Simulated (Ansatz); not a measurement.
# NaP3 (built on the sites of a database entry of NaN3): a soft mode frozen in

Aim: this structure of NaP3 (built on the sites of a database entry of NaN3) is to be tested for unstable modes, and one is followed downhill.

Calculated with Ansatz 0.2.0; DFT PBEsol, scalar-relativistic, plane waves, PAW.

The structure was built from a prototype and need not be the compound's stable phase.

**1. The starting structure**

Symmetry: Pm-3m, No. 221, cubic system. Conventional cell: a = 3.958 Å, b = 3.958 Å, c = 3.958 Å, α = 90.00°, β = 90.00°, γ = 90.00°. Nearest to Na lie 12 P at 2.80 Å. P has 8 P at 2.80 Å and 4 Na at 2.80 Å nearest. Farther neighbours are not listed.

**2. Response at finite wavevector**

The cell comes from relaxations at this level that are not shown. Stability and thermal properties need the whole zone. Linear response on a 4×4×4 q mesh gives force constants as far as a supercell of that size would.

input.yaml reads:

```yaml
crystal:
  lattice:
    - [3.9575023488, 0.0, 0.0]
    - [0.0, 3.9575023488, 0.0]
    - [0.0, 0.0, 3.9575023488]
  atoms:
    - { symbol: Na, position: [0.0, 0.0, 0.0] }
    - { symbol: P, position: [0.0, 0.5, 0.5] }
    - { symbol: P, position: [0.5, 0.5, 0.0] }
    - { symbol: P, position: [0.5, 0.0, 0.5] }
kpoints:
  mp_grid: { grid: [12, 12, 12] }
hamiltonian:
  xc: pbesol
scf:
  occupations: { method: methfessel_paxton, width: 0.2 }
output:
  eigenvalues: true
phonons:
  method: dfpt
  qmesh: [4, 4, 4]
  temperatures: { t_max: 1000, t_step: 50 }
  qpath:
    path:
      - [[0.0, 0.0, 0.0], [0.0, 0.5, 0.0], [0.5, 0.5, 0.0], [0.0, 0.0, 0.0], [0.5, 0.5, 0.5], [0.0, 0.5, 0.0]]
      - [[0.5, 0.5, 0.5], [0.5, 0.5, 0.0]]
    npoints: 10
```

Launch:

```console
> ansatz run input.yaml --threads 8 --pin off --max-ram 14336MiB --backend cpu --events-out ev --progress --plain --runs-dir out
```

Numbers of over 12 decimals in the logs are rounded to 6 here.

Log:

```text
Engine: ansatz 0.2.0, aarch64-unknown-linux-gnu
Pseudopotentials: kind: paw
Pseudopotential: Na, paw, valence charge 9, recommended cutoff 420 eV (normal), Na.paw.azcp
Pseudopotential: P, paw, valence charge 5, recommended cutoff 420 eV (normal), P.paw.azcp
Functional definition: PBEsol
  exchange = pbesol_x
  correlation = pbesol_c
Crystal: 4 atoms, lattice volume = 61.982 Å³
Basis set: ecut = 420 eV, 1213 PW (Γ), exchange–correlation on 54×54×54 points (8 copies of the dense FFT grid, shifted against one another)
Bands: 16, of which v1, the nominal top of the filled ones, is band 12 counted from 1 (11 counted from 0)
Symmetry: 48 space group operations
k-points: 84 of 1728
Non-local potential: Na, projectors of the file, l = 0: 3, l = 1: 2, l = 2: 1
Non-local potential: P, projectors of the file, l = 0: 2, l = 1: 2, l = 2: 2
PAW form: soft (Blöchl's): semilocal exchange-correlation on the pseudo side does not see the compensation charge
PAW frozen core: Na, regenerated for the run's functional, and the local potential with it (the file was generated under x = pbe(κ = 0.804, μ = 0.219515), c = pbe(β = 0.066725))
PAW frozen core: P, regenerated for the run's functional, and the local potential with it (the file was generated under x = pbe(κ = 0.804, μ = 0.219515), c = pbe(β = 0.066725))
PAW one-centre angular grid: Na, 110 points (default); XC on 64 Gauss nodes
PAW one-centre angular grid: P, 110 points (default); XC on 64 Gauss nodes
Initial density: superposition of atomic densities (neutral atoms: chi_scale 0, normalization atom), corrected by the library's trained network
Initial wavefunctions: pseudopotential atomic-orbital guess
Functional: x = pbesol(κ = 0.804, μ = 0.123457), c = pbesol(β = 0.046)
SCF iter   1: F=—  HF=-3694.673693 eV  |F-HF|=—  |Δ(HF+E_count)|=         —  Δρ=2.66e-3  dr2=2.82e-3  ethr=1.77e-3  ⟨swp⟩=6.2  Hψ=7860  notcnv=0
preconditioner: auto → Kerker (q_TF=auto, 2.329 Å⁻¹)  [metal: Δε(μ)=0.016 eV  Ē_g=8.048 eV  σ=0.200 eV  W_gap=0.07  n_scr=18 (ndim 8)  ℏωp=18.9 eV  f_vac=0.000  D(μ)=2.23/eV (n_scr^D=18)]
SCF iter   2: F=—  HF=-3694.671962 eV  |F-HF|=—  |Δ(HF+E_count)|=   1.73e-3  S|Δr|=    0.00e0  Δρ=1.36e-3  dr2=9.64e-4  ethr=1.18e-5  ⟨swp⟩=2.0  Hψ=3025  notcnv=0
SCF iter   3: F=—  HF=-3694.671898 eV  |F-HF|=—  |Δ(HF+E_count)|=   6.41e-5  S|Δr|=    0.00e0  Δρ=3.47e-4  dr2=1.28e-4  ethr=4.02e-6  ⟨swp⟩=2.0  Hψ=1689  notcnv=0
SCF iter   4: F=—  HF=-3694.671877 eV  |F-HF|=—  |Δ(HF+E_count)|=   2.14e-5  S|Δr|=    0.00e0  Δρ=9.07e-5  dr2=4.76e-6  ethr=5.33e-7  ⟨swp⟩=2.5  Hψ=2174  notcnv=0
SCF iter   5: F=—  HF=-3694.671876 eV  |F-HF|=—  |Δ(HF+E_count)|=   6.38e-7  S|Δr|=    0.00e0  Δρ=4.38e-5  dr2=1.28e-6  ethr=1.98e-8  ⟨swp⟩=2.0  Hψ=1871  notcnv=0
SCF iter   6: F=—  HF=-3694.671874 eV  |F-HF|=—  |Δ(HF+E_count)|=   1.84e-6  S|Δr|=    0.00e0  Δρ=9.66e-6  dr2=3.13e-8  ethr=5.32e-9  ⟨swp⟩=2.0  Hψ=2284  notcnv=0
SCF iter   7: F=—  HF=-3694.671874 eV  |F-HF|=—  |Δ(HF+E_count)|=   1.37e-8  S|Δr|=    0.00e0  Δρ=2.23e-6  dr2=1.90e-9  ethr=1.31e-10  ⟨swp⟩=2.0  Hψ=2007  notcnv=0
SCF iter   8: F=—  HF=-3694.671874 eV  |F-HF|=—  |Δ(HF+E_count)|=  6.32e-10  S|Δr|=    0.00e0  Δρ=1.86e-7  dr2=1.95e-11  ethr=7.91e-12  ⟨swp⟩=2.4  Hψ=2216  notcnv=0
SCF iter   9: F=-3694.671874 eV  HF=-3694.671874 eV  |F-HF|=9.09e-13  |Δ(HF+E_count)|=  7.28e-12  S|Δr|=    0.00e0  Δρ=1.90e-8  dr2=2.00e-13  ethr=1.00e-12  ⟨swp⟩=8.2  Hψ=7577  notcnv=0
SCF 1 converged in 9 iterations: F = -3694.671874 eV  dr2 = 2.00e-13
  greatest PAW one-centre occupation: 0.999 electrons in one spin orbital (limit 2), on the Na atom at site 0 (counted from 0), in its partial waves of l = 0
Initial density: read from a saved state, or passed on in memory by an earlier SCF of this step, an earlier step, the calling program or the single point that the run made first
iter 1 solved again at ethr=4.35e-8 eV; its pass at ethr=3.10e-3 eV (dr2=1.04e-5 eV) is discarded
SCF iter   1: F=—  HF=-3694.671875 eV  |F-HF|=—  |Δ(HF+E_count)|=         —  Δρ=2.26e-7  dr2=1.04e-11  ethr=4.35e-8  ⟨swp⟩=4.5  Hψ=12784  notcnv=0
eigensolver tolerance schedule: the retry pair's looser diagonalisation over-reported the residual by 999437.64 of it (diagonalisation noise at an unbounded share of the residual, at the tolerance the schedule requests for it); recorded, not acted on — ethr = c·dr2/N_el stays at c = 1.0e-1
preconditioner: auto → Kerker (q_TF=auto, 2.329 Å⁻¹)  [metal: Δε(μ)=0.023 eV  Ē_g=8.047 eV  σ=0.200 eV  W_gap=0.10  n_scr=18 (ndim 8)  ℏωp=18.9 eV  f_vac=0.000  D(μ)=2.22/eV (n_scr^D=18)]
SCF iter   2: F=—  HF=-3694.671874 eV  |F-HF|=—  |Δ(HF+E_count)|=   3.35e-7  S|Δr|=    0.00e0  Δρ=1.65e-7  dr2=5.73e-12  ethr=1.00e-12  ⟨swp⟩=4.3  Hψ=6933  notcnv=0
SCF iter   3: F=-3694.671874 eV  HF=-3694.671874 eV  |F-HF|=4.09e-12  |Δ(HF+E_count)|=  1.36e-12  S|Δr|=    0.00e0  Δρ=9.32e-8  dr2=1.88e-12  ethr=1.00e-12  ⟨swp⟩=2.0  Hψ=2266  notcnv=0
SCF 2 converged in 3 iterations: F = -3694.671874 eV  dr2 = 1.88e-12
phonons: the bands overlap, so this run is a metal and interpolates without the dipole-dipole term. If the crystal is really an insulator or semiconductor, its LO-TO splitting is missing
NSCF: frozen V_eff on 84 k-points
NSCF: frozen V_eff on 343 k-points
DFPT response loops at q = (0, 0, 0) (fractional): preconditioner auto → Kerker (q_TF=auto, 2.329 Å⁻¹) (partly filled bands, converged f_vac=0.000); β = 1.00, the filter's whole step (`scf.mixing.beta` (0.50) is not read by the response loops under this deck's `scf.mixing.preconditioner`; to damp them name `kerker` or `kerker_dos`, under which they read `scf.mixing.beta`, and type it under 1.00, their step now; both keys bind the ground state too); Broyden in place of MSR1
NSCF: frozen V_eff on 1176 k-points
DFPT response loops at q = (0, 0, 0.25) (fractional): mixed as the last ones told, above
NSCF: frozen V_eff on 686 k-points
DFPT response loops at q = (0, 0, -0.5) (fractional): mixed as the last ones told, above
NSCF: frozen V_eff on 2016 k-points
DFPT response loops at q = (0, 0.25, 0.25) (fractional): mixed as the last ones told, above
NSCF: frozen V_eff on 1176 k-points
DFPT response loops at q = (0, 0.25, -0.5) (fractional): mixed as the last ones told, above
NSCF: frozen V_eff on 686 k-points
DFPT response loops at q = (0, -0.5, -0.5) (fractional): mixed as the last ones told, above
NSCF: frozen V_eff on 3456 k-points
DFPT response loops at q = (0.25, 0.25, 0.25) (fractional): mixed as the last ones told, above
NSCF: frozen V_eff on 2016 k-points
DFPT response loops at q = (0.25, 0.25, -0.5) (fractional): mixed as the last ones told, above
NSCF: frozen V_eff on 1176 k-points
DFPT response loops at q = (0.25, -0.5, -0.5) (fractional): mixed as the last ones told, above
NSCF: frozen V_eff on 686 k-points
DFPT response loops at q = (-0.5, -0.5, -0.5) (fractional): mixed as the last ones told, above
SCF converged after 9 iterations
Stability not checked: this state was not tested for a lower state beside it, because cold or Methfessel-Paxton smearing, or corrected tetrahedra, fill the levels in a way that the test cannot read (fill_not_monotonic; see scf.lower_state_search)
Free energy (F): -3694.671874 eV
Harris-Foulkes:  -3694.671874 eV  (|F-HF|=9.09e-13)
Internal energy: -3694.667891 eV  (E = F + TS)
E sigma→0 (E₀):  -3694.670879 eV
Entropy (-TS):   -0.003983 eV (-0.996 meV/atom)
Fermi energy:    9.048231 eV
--- Per-component energies (eV) ---
  E_band       = -120.923192
  E_kinetic    = 327.656040
  E_local      = -1334.442262  (includes V_loc(G=0)·N_el)
  E_nonlocal   = 218.244893
  E_hartree    = 479.778158
  E_xc         = -220.449291
  E_vxc        = -230.734768  (∫ρ·V_xc dr)
  E_paw        = -1915.295184  (= ΣΔE_a)
  E_vpaw       = -61.203403  (= ΣTr[D̂ρ^β])
  E_aug_tail   = -0.000005  (compensation charges beyond the density's cutoff)
  E_ewald      = -1250.353222
  E_core_change = 0.192982  (= ΣΔE_core)
  E_smearing   = -0.003983  (= −TS)
  E_closure    = -0.000000  (closes the sum)
  Σ components = -3694.671874   (vs F -3694.671874, Δ=0.00e0)
--- Band table (eV; the first three rows and the last of 84) ---
  k-point 0: bands = [... 8 lower, 4.1253, 4.1253, 9.9796, 9.9796, 9.9796, 10.3044, 12.8823, 12.8823]
  k-point 1: bands = [... 8 lower, 4.1732, 4.4728, 9.7351, 9.8163, 9.8163, 10.4868, 12.5830, 12.5830]
  k-point 2: bands = [... 8 lower, 4.3145, 5.1851, 9.1659, 9.3514, 9.3514, 10.9577, 11.9875, 12.2129]
  k-point 83: bands = [... 8 lower, 3.5805, 3.5805, 3.5805, 10.4903, 13.6439, 13.6439, 13.7850, 13.7850]
--- Phonons (Γ-DFPT): 3 representative perturbations + reference (Σ response iterations 9) ---
  ASR residual: 1.752e-5 → 0.000e0 eV/Å²; symmetrization residual: 7.551e-6 eV/Å²
  ASR residual per site (eV/Å²): 1.75e-5 3.87e-6 3.87e-6 3.87e-6
  Γ frequencies (cm⁻¹): -146.44 -146.44 -146.44 0.00 0.00 0.00 141.51 141.51 141.51 301.31 301.31 301.31
--- Phonons (arbitrary-q DFPT): 10 irreducible q on the 4×4×4 mesh ---
  q = [0.0000, 0.0000, 0.0000] (star 1, of the zone-centre solve; hermiticity 2.80e-6, symmetrization 1.42e-12): -146.44 -146.44 -146.44 -0.00 0.00 0.00 141.51 141.51 141.51 301.31 301.31 301.31
  q = [0.0000, 0.0000, 0.2500] (star 6, 7 solved perturbations in 3612 linear systems a pass and spin channel, the states on 588 of 1728 k-point pairs; hermiticity 2.66e-6, symmetrization 6.59e-13): -180.60 -180.60 -153.96 50.30 50.30 119.11 144.95 150.90 150.90 284.25 290.95 290.95
  q = [0.0000, 0.0000, -0.5000] (star 3, 7 solved perturbations in 2107 linear systems a pass and spin channel, the states on 343 of 1728 k-point pairs; hermiticity 3.15e-6, symmetrization 9.55e-13): -163.81 -163.81 -99.88 -37.18 -37.18 137.74 137.74 192.29 192.45 248.16 275.96 275.96
  q = [0.0000, 0.2500, 0.2500] (star 12, 7 solved perturbations in 6132 linear systems a pass and spin channel, the states on 1008 of 1728 k-point pairs; hermiticity 2.58e-6, symmetrization 5.99e-14): -223.87 -159.49 -148.55 62.30 71.47 79.68 121.71 161.39 178.57 265.36 278.13 300.81
  q = [0.0000, 0.2500, -0.5000] (star 12, 12 solved perturbations on 588 of 1728 k-point pairs; hermiticity 2.94e-6, symmetrization 7.30e-14): -179.11 -157.14 -99.29 -95.69 93.28 113.96 114.73 158.16 201.80 265.32 275.64 291.26
  q = [0.0000, -0.5000, -0.5000] (star 3, 7 solved perturbations in 2107 linear systems a pass and spin channel, the states on 343 of 1728 k-point pairs; hermiticity 2.52e-6, symmetrization 7.22e-14): -162.59 -162.21 -150.27 -145.40 101.52 101.52 134.79 134.79 211.67 247.60 300.46 300.46
  q = [0.2500, 0.2500, 0.2500] (star 8, 3 solved perturbations in 3600 linear systems a pass and spin channel, the states on 1728 of 1728 k-point pairs; hermiticity 2.28e-6, symmetrization 4.96e-13): -152.47 -143.12 -143.12 -93.94 -93.94 121.81 183.94 183.94 194.31 249.50 296.48 296.48
  q = [0.2500, 0.2500, -0.5000] (star 12, 7 solved perturbations in 6132 linear systems a pass and spin channel, the states on 1008 of 1728 k-point pairs; hermiticity 2.57e-6, symmetrization 2.92e-13): -169.91 -165.87 -126.32 -124.22 -66.39 -44.43 176.35 195.60 203.52 278.34 286.80 289.79
  q = [0.2500, -0.5000, -0.5000] (star 6, 7 solved perturbations in 3612 linear systems a pass and spin channel, the states on 588 of 1728 k-point pairs; hermiticity 3.29e-6, symmetrization 7.26e-14): -188.67 -177.09 -144.50 -144.50 -121.77 -114.43 198.92 198.92 211.65 277.28 297.90 297.90
  q = [-0.5000, -0.5000, -0.5000] (star 1, 3 solved perturbations in 735 linear systems a pass and spin channel, the states on 343 of 1728 k-point pairs; hermiticity 2.23e-6, symmetrization 1.32e-12): -216.78 -216.78 -216.78 -193.82 -132.37 -132.37 211.93 211.93 211.93 294.70 294.70 294.70
  sum rule: each row above includes the acoustic sum rule's correction from the zone centre's row sums; it moved no ω² by more than (0.46 cm⁻¹)²
  mesh force constants: q→R imaginary residual 2.66e-18; ASR residual 1.752e-5 → 0.000e0 eV/Å²; symmetrization residual 3.997e-15 eV/Å²
  interpolated dispersion: 62 rows × 12 modes
  density of states and harmonic sums: on the 16×16×16 q-mesh, interpolated from the force constants of a 4×4×4 supercell (no non-analytic term)
  largest difference from the sums on the solved wave vectors: F 4.82e-2 eV, S 6.05e-5 and C_V 1.32e-5 eV/K
  zero-point energy: 0.092713 eV/cell   skipped modes (ω ≤ 0): 726, of them read as no rigid motion or as one in doubt: 723 (4.372e0 modes/cell left out, lowest -223.87 cm⁻¹)   left out of the sums: 3.64e-1 of the cell's modes: C_V's classical limit lies that fraction below 3 k_B per atom; for a crystal, a wire or a layer, F and S can be off by more, and a phonons.interpolated_qmesh denser along its periods is the remedy for the sampling
```

The job ended after 6 min (8 threads of Arm Neoverse V2, shared host; peak memory 3.9 GiB).

Numbers from this step:

* volume per atom: 15.50 Å³
* gap on the k-mesh: 0 eV
* sum-rule residual before enforcement: 1.75e-5 eV/Å²
* lowest frequency on the path: -223.9 cm⁻¹
* point group: m-3m
* highest frequency on the path or at a solved wavevector: 302.4 cm⁻¹
* highest optical mode at the zone centre (no LO-TO term): 301.3 cm⁻¹
* lowest optical zone-centre mode: -146.4 cm⁻¹
* lowest mode on the q mesh (acoustic modes at Γ apart): -223.9 cm⁻¹

Frequencies (cm⁻¹) solved at each irreducible wavevector; negative means imaginary. Frequencies by wavevector, by row:

```csv
q in reciprocal lattice units,star,mode 1,mode 2,mode 3,mode 4,mode 10,mode 11,mode 12
0 0 0,1,-146.4,-146.4,-146.4,0,301.3,301.3,301.3
0 0 0.25,6,-180.6,-180.6,-154,50.3,284.2,290.9,290.9
0 0 -0.5,3,-163.8,-163.8,-99.9,-37.2,248.2,276,276
0 0.25 0.25,12,-223.9,-159.5,-148.6,62.3,265.4,278.1,300.8
0 0.25 -0.5,12,-179.1,-157.1,-99.3,-95.7,265.3,275.6,291.3
0 -0.5 -0.5,3,-162.6,-162.2,-150.3,-145.4,247.6,300.5,300.5
0.25 0.25 0.25,8,-152.5,-143.1,-143.1,-93.9,249.5,296.5,296.5
0.25 0.25 -0.5,12,-169.9,-165.9,-126.3,-124.2,278.3,286.8,289.8
0.25 -0.5 -0.5,6,-188.7,-177.1,-144.5,-144.5,277.3,297.9,297.9
-0.5 -0.5 -0.5,1,-216.8,-216.8,-216.8,-193.8,294.7,294.7,294.7
```

Interpolated from a 4×4×4 q mesh. Phonon branches along the path, in cm⁻¹:

```csv
point,branch 1,branch 2,branch 3,branch 4,branch 9,branch 10,branch 11,branch 12
Γ,-146,-146,-146,0,142,301,301,301
halfway,-181,-181,-154,50,151,284,291,291
X,-164,-164,-100,-37,192,248,276,276
halfway,-179,-157,-99,-96,202,265,276,291
M,-163,-162,-150,-145,212,248,300,300
halfway,-224,-160,-148,62,179,265,278,301
Γ,-146,-146,-146,0,142,301,301,301
halfway,-152,-143,-143,-94,194,250,296,296
R,-217,-217,-217,-194,212,295,295,295
halfway,-170,-166,-126,-124,204,278,287,290
X,-164,-164,-100,-37,192,248,276,276
jump to R,-217,-217,-217,-194,212,295,295,295
halfway,-189,-177,-144,-144,212,277,298,298
M,-163,-162,-150,-145,212,248,300,300
```

Symmetry leaves 10 wavevectors to solve. The lowest mode among them, the acoustic zeros apart, lies at q = (0, 0.25, 0.25) and is imaginary, 223.9i cm⁻¹, so the energy falls along it.

**3. The mode frozen in, largest atomic shift 0 Å**

The mode followed lies at q = (0, 0.25, 0.25) with frequency 223.9i cm⁻¹, the softest among the wavevectors solved. At small amplitude the distorted cell has space group no. 51 by a symmetry search on the positions. The undistorted cell that holds it gives the zero of energy on the same k mesh.

System of this step: NaP3 (built on the sites of a database entry of NaN3). Symmetry: Pm-3m, No. 221, cubic system. The conventional cell has a = 3.958 Å, b = 3.958 Å, c = 3.958 Å, α = 90.00°, β = 90.00°, γ = 90.00°. Na has 12 P at 2.80 Å nearest. Nearest to P lie 8 P at 2.80 Å and 4 Na at 2.80 Å. Nearest to P lie 8 P at 2.80 Å and 4 Na at 2.80 Å. Farther neighbours are not listed.

input.yaml reads:

```yaml
crystal:
  lattice:
    - [3.9575023488, 0.0, 0.0]
    - [0.0, 3.9575023488, -3.9575023488]
    - [0.0, 7.9150046977, 7.9150046977]
  atoms:
    - { symbol: Na, position: [0.0, 0.0, 0.5] }
    - { symbol: Na, position: [0.0, 0.5, 0.75] }
    - { symbol: Na, position: [0.0, 0.0, 0.0] }
    - { symbol: Na, position: [0.0, 0.5, 0.25] }
    - { symbol: P, position: [0.0, 0.0, 0.25] }
    - { symbol: P, position: [0.0, 0.5, 0.5] }
    - { symbol: P, position: [0.0, 0.0, 0.75] }
    - { symbol: P, position: [0.0, 0.5, 0.0] }
    - { symbol: P, position: [0.5, 0.75, 0.375] }
    - { symbol: P, position: [0.5, 0.25, 0.625] }
    - { symbol: P, position: [0.5, 0.75, 0.875] }
    - { symbol: P, position: [0.5, 0.25, 0.125] }
    - { symbol: P, position: [0.5, 0.25, 0.375] }
    - { symbol: P, position: [0.5, 0.75, 0.625] }
    - { symbol: P, position: [0.5, 0.25, 0.875] }
    - { symbol: P, position: [0.5, 0.75, 0.125] }
kpoints:
  mp_grid: { grid: [10, 6, 4] }
hamiltonian:
  xc: pbesol
scf:
  occupations: { method: methfessel_paxton, width: 0.2 }
output:
  forces: true
  stress: true
  eigenvalues: true
```

Log:

```text
[...]
Crystal: 16 atoms, lattice volume = 247.927 Å³
Basis set: ecut = 420 eV, 4879 PW (Γ), exchange–correlation on 54×80×150 points (8 copies of the dense FFT grid, shifted against one another)
Bands: 64, of which v1, the nominal top of the filled ones, is band 48 counted from 1 (47 counted from 0)
Symmetry: 32 space group operations
[...]
k-points: 72 of 240
[...]
k-point 0: bands = [... 44 lower, 8.3780, 8.3824, 8.4498, 8.4498, 9.8064, 9.8064, 9.9768, 9.9803, ... 12 higher]
  k-point 1: bands = [... 44 lower, 8.3002, 8.3947, 8.5668, 8.9109, 9.5501, 9.5537, 9.5571, 9.7597, ... 12 higher]
  k-point 2: bands = [... 44 lower, 8.5286, 8.5286, 8.8165, 8.8165, 9.0000, 9.0000, 9.3988, 9.3988, ... 12 higher]
  k-point 71: bands = [... 44 lower, 8.3676, 8.3676, 8.3676, 8.3676, 9.7876, 9.7876, 9.7876, 9.7876, ... 12 higher]
[key lines of the parts left out:]
SCF converged after 8 iterations
Free energy (F): -14778.732369 eV
Fermi energy:    9.043388 eV
P = ⅓ Tr σ = 0.0334 GPa (0.334 kbar)
```

Wall time 7.7 s (8 threads); peak memory 1.5 GiB; 58 s of CPU time.

This step gave:

| Quantity | Value |
| --- | --- |
| pressure | 0.03336 GPa |
| energy from the undistorted cell | 0 meV/atom |

The run ends at a pressure of 0.03 GPa.

[end of part 1 of 3]

[Logs are printed without paths, hosts, clocks, repeated set-up lines and the standing remarks that a program may print on its own settings, such as how far it seeks lower states.]

[Hosts, paths, dates, database ids (printed as entryN), source tags and the programs' standing remarks are cut or masked in the printed files.]
